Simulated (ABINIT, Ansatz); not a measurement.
# How the form of the self-energy moves the gap of Ba2SrTeO6 (R-3), part 2 of 2

Wanted: the gap of Ba2SrTeO6 (R-3) under several approximations, with cost.

ABINIT 10.8.3; LDA and many-body steps on it, plane waves. Known limits of the many-body steps: not at the basis limit; no spin-orbit coupling; coarse k mesh.

So far. Step 4 (G0W0, Godby-Needs plasmon pole): The gap on the mesh goes from 2.94 eV to 5.00 eV, a correction of +2.06 eV. Step 5 (G0W0, Hybertsen-Louie plasmon pole): Against G0W0 in ABINIT (2×2×2 mesh, 222 bands, screening to 141.5 eV, Godby-Needs plasmon pole), the gap moves by +0.172 eV.

**6. G0W0, Engel-Farid plasmon pole**

Level of this step: G0W0 on LDA, plane waves, norm-conserving pseudopotentials (ABINIT).

run.abi

```
acell 3*1.0 Angstrom
rprim 
  3.094471017325 1.786593674874 4.966610984592
  -3.094471017325 1.786593674874 4.966610984592
  0.000000000000 -3.573187349682 4.966610984616
ntypat 4
znucl 56 38 52 8
natom 10
typat 1 1 2 3 4 4 4 4 4 4
xred 
  0.252060000000 0.252060000000 0.252060000000
  0.747940000000 0.747940000000 0.747940000000
  0.000000000000 0.000000000000 0.000000000000
  0.500000000000 0.500000000000 0.500000000000
  0.328441000000 0.717506000000 0.226340000000
  0.717506000000 0.226340000000 0.328441000000
  0.226340000000 0.328441000000 0.717506000000
  0.671559000000 0.282494000000 0.773660000000
  0.773660000000 0.671559000000 0.282494000000
  0.282494000000 0.773660000000 0.671559000000
pp_dirpath "pseudos"
pseudos "Ba.upf, Sr.upf, Te.upf, O.upf"
ecut 42
ngkpt 2 2 2
nshiftk 1
shiftk 0 0 0
kptopt 1
chksymbreak 0
istwfk *1
occopt 1
irdwfk 1
optdriver 4
nband 222
gwcalctyp 0
ecutsigx 42
symsigma 1
nkptgw 2
kptgw 
  0.5000000000 0.5000000000 0.0000000000
  0.0000000000 0.0000000000 0.0000000000
bdgw 
  44 47
  43 48
ecuteps 5.2
irdscr 1
ppmodel 4
indata_prefix "in"
outdata_prefix "out"
tmpdata_prefix "tmp"
```

Started as:

```console
$ OMP_NUM_THREADS=1 mpirun -n 4 abinit run.abi > log
```

Numbers of over 12 decimals in the logs are rounded to 6 here.

The log of the run:

```text
.Version 10.8.3 of ABINIT. v10.8.2 released Aug 2026.

 Symmetries : space group R-3 (#148); Bravais hR (rhombohedral)
[... echo of the input left out ...]
== DATASET  1 ==================================================================
-   mpi_nproc: 4, omp_nthreads: 1 (-1 if OMP is not activated)

--- !DatasetInfo
iteration_state: {dtset: 1, }
dimensions: {natom: 10, nkpt: 4, mband: 222, nsppol: 1, nspinor: 1, nspden: 1, mpw: 14476, }
cutoff_energies: {ecut:  42.0, pawecutdg:  -1.0, }
[...]
Band     E0 <VxcDFT>   SigX SigC(E0)      Z dSigC/dE  Sig(E)    E-E0       E
[...]
47  10.028 -10.518  -5.609  -3.399   0.863  -0.159  -9.215   1.303  11.330
       48  10.028 -10.518  -5.609  -3.399   0.863  -0.159  -9.215   1.303  11.330

== END DATASET(S) ==============================================================
================================================================================

 -outvars: echo values of variables after computation  --------
           etotal      0.0000000000E+00
            nband         222
             nkpt           4
          spgroup         148
 [... the other variables as echoed above ...]

 Calculation completed.
```

It took 97 s on 4 MPI ranks of Intel Xeon Platinum 8259CL at 2.50GHz (Skylake/Cascade Lake), shared host; peak memory 2.4 GiB; 6.4 min of CPU time.

This step gave:

| Item | Value |
| --- | --- |
| G0W0 gap on the points computed | 5.024 eV |
| starting gap on the mesh | 2.939 eV |
| k of the valence top | 0.5, 0.5, 0 |
| k of the conduction bottom | 0, 0, 0 |
| least direct G0W0 gap on the computed points | 5.176 eV |

Against G0W0 in ABINIT (2×2×2 mesh, 222 bands, screening to 141.5 eV, Godby-Needs plasmon pole), the gap moves by +0.025 eV.

**7. One-shot Hartree-Fock**

This step: one-shot Hartree-Fock on LDA, plane waves, norm-conserving pseudopotentials.

run.abi, as its differences from that of step 6:

```diff
@@ -32,4 +32,4 @@
 optdriver 4
-nband 222
-gwcalctyp 0
+nband 49
+gwcalctyp 5
 ecutsigx 42
@@ -43,5 +43,4 @@
   43 48
-ecuteps 5.2
-irdscr 1
-ppmodel 4
+ixc_sigma 40
+fftgw 31
 indata_prefix "in"
```

The log of the run:

```text
.Version 10.8.3 of ABINIT. v10.8.2 released Aug 2026.

 Symmetries : space group R-3 (#148); Bravais hR (rhombohedral)
[... echo of the input left out ...]
== DATASET  1 ==================================================================
-   mpi_nproc: 4, omp_nthreads: 1 (-1 if OMP is not activated)

--- !DatasetInfo
iteration_state: {dtset: 1, }
dimensions: {natom: 10, nkpt: 4, mband: 49, nsppol: 1, nspinor: 1, nspden: 1, mpw: 14476, }
cutoff_energies: {ecut:  42.0, pawecutdg:  -1.0, }
[...]
Band     E0 <VxcDFT>   SigX SigC(E0)      Z dSigC/dE  Sig(E)    E-E0       E
[...]
47  10.028 -10.518  -5.609   0.000   1.000   0.000  -5.609   4.909  14.937
       48  10.028 -10.518  -5.609   0.000   1.000   0.000  -5.609   4.909  14.937

== END DATASET(S) ==============================================================
================================================================================

 -outvars: echo values of variables after computation  --------
           etotal      0.0000000000E+00
            nband          49
             nkpt           4
          spgroup         148
 [... the other variables as echoed above ...]

 Calculation completed.
```

It took 22 s on 4 MPI ranks; peak memory 2 GiB.

Numbers from this step:

| Property | Result |
| --- | --- |
| quasiparticle gap on the points computed | 12.75 eV |
| starting gap on the mesh | 2.939 eV |
| k of the valence top | 0.5, 0.5, 0 |
| k of the conduction bottom | 0, 0, 0 |
| least direct quasiparticle gap on the computed points | 12.87 eV |

Against G0W0 in ABINIT (2×2×2 mesh, 222 bands, screening to 141.5 eV, Godby-Needs plasmon pole), the gap moves by +7.754 eV.

**8. Side by side**

Times are wall times on 4 MPI ranks of Intel Xeon Platinum 8259CL at 2.50GHz (Skylake/Cascade Lake), shared host, good to a factor of about two. A run's time includes the screening step that it read.

```tsv
run	mesh	bands	screening cutoff (eV)	DFT gap (eV)	gap on the mesh (eV)	direct (eV)	ε∞ used	time
G0W0, Godby-Needs plasmon pole	2×2×2	222	141.5	2.939	4.999	5.147	4.01	12 min
G0W0, Hybertsen-Louie plasmon pole	2×2×2	222	141.5	2.939	5.171	5.318	4.01	12 min
G0W0, Engel-Farid plasmon pole	2×2×2	222	141.5	2.939	5.024	5.176	4.01	11 min
one-shot Hartree-Fock	2×2×2	-	-	2.939	12.753	12.869	-	22 s
```

**9. What came out**

- G0W0, Godby-Needs plasmon pole: 4.999 eV
- G0W0, Hybertsen-Louie plasmon pole: 5.171 eV
- G0W0, Engel-Farid plasmon pole: 5.024 eV
- one-shot Hartree-Fock: 12.753 eV
- known limits: not at the basis limit; no spin-orbit coupling; coarse k mesh

**Reading.** G0W0, Hybertsen-Louie plasmon pole: +0.172 eV against G0W0, Godby-Needs plasmon pole. G0W0, Engel-Farid plasmon pole: +0.025 eV against G0W0, Godby-Needs plasmon pole. One-shot Hartree-Fock: +7.754 eV against G0W0, Godby-Needs plasmon pole. Bare exchange alone opens the gap to 12.75 eV; against G0W0, correlation takes back 7.75 eV. Bands and cutoff are finite, so the gap is not at the basis limit. The miss can reach some tenths of an eV and take either sign; the mesh is an error of its own. In the G0W0 runs levels were corrected at 2 k points alone, so a gap called «on the mesh» is the least over those, and an edge elsewhere would be missed. The 2×2×2 mesh is coarse for this cell, which bears on the long-range parts of exchange and screening. The many-body steps are scalar-relativistic: spin-orbit coupling is not in them.

[Paths, hosts, dates, memory and timing lines, banners, echoed tables and standing remarks are left out of the program output.]

[Logs are printed without paths, hosts, clocks, repeated set-up lines and the standing remarks that a program may print on its own settings, such as how far it seeks lower states.]

[Runs of the session that timed out or met a known fault of the program may be left out.]

[Hosts, paths, dates, database ids (printed as entryN), source tags and the programs' standing remarks are cut or masked in the printed files.]

[G0W0 gaps are taken among the corrected bands and points alone; a level outside them can change the order at an edge.]

[Where Ansatz stands beside ABINIT at settings called matched, ABINIT's density can come from a denser mesh and the files from another edition; pairs whose starting gaps differed by over 0.03 eV were left out, so agreement reads better than it is.]
